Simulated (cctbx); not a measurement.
# Lattice, Laue class and space group of a new crystal

Cell: a = 6.7750 Å, b = 7.4890 Å, c = 9.4550 Å, α = 110.49°, β = 90.45°, γ = 115.82°. Expected content of the cell: Cr4 Cl10 Li2.

The data are simulated with cctbx, not measured: Cu Kα, λ = 1.54184 Å, to d = 0.83 Å, 50 % of the full sphere, strongest reflection 70000 counts, noise from counting, a 1.5 % proportional error and a noise floor of 8 counts (s.d.); no absorption, some extinction.

Tests on the unmerged data give:

```text
1460 reflections to d = 0.830 A
centring   violations  <I/sigma> of those
    A        701 of   733     28.6
    B        687 of   722     29.1
    C        700 of   729     28.6
    I        684 of   717     28.4
    R        938 of   987     28.7
    F       1044 of  1092     28.8
Laue class    unique    Rint  (classes that these axes allow; Friedel mates merged)
P -1             1096   0.030
space group    extra absences  I>4sigma  <I/sigma>
P 1                     0          0         -  acentric
P -1                    0          0         -  centric
Wilson B = 0.80 A^2   <|E^2-1|> = 1.033 (0.968 centric, 0.736 acentric)   E^2>4: 5.2 %
shell (A)         n   <I/sigma>
 6.20 - 1.65    141     34.9
 1.65 - 1.31    142     31.1
 1.31 - 1.15    139     30.9
 1.15 - 1.04    131     29.5
 1.04 - 0.97    137     24.3
 0.97 - 0.91    144     23.5
 0.91 - 0.87    129     23.4
 0.87 - 0.83    133     21.8
```

Q: Read the symmetry from these tables.

Every centring test has many violations, so the lattice is primitive.

Only P -1 fits these axes (Rint 0.030); a search for a hidden higher lattice was not made.

2 settings pass the absence test. No glide or screw absences show, which leaves P 1 and P -1.

⟨|E²−1|⟩ = 1.033 leans to a centrosymmetric structure. Here that hint misleads: the statistic assumes many like atoms on general positions, and few, heavy or special-position atoms break it. The Wilson B of 0.80 Å² means U ≈ 0.0101 Å².

The true group is P1 (no. 1), Laue class -1, non-centrosymmetric. The tables only narrow the choice to the tied entries; cell content, site symmetry and trial solutions must settle it.

This is a model crystal, built by substitution and not relaxed, with assumed displacement parameters.

[Logs are printed without paths, hosts, clocks, repeated set-up lines and the standing remarks that a program may print on its own settings, such as how far it seeks lower states.]
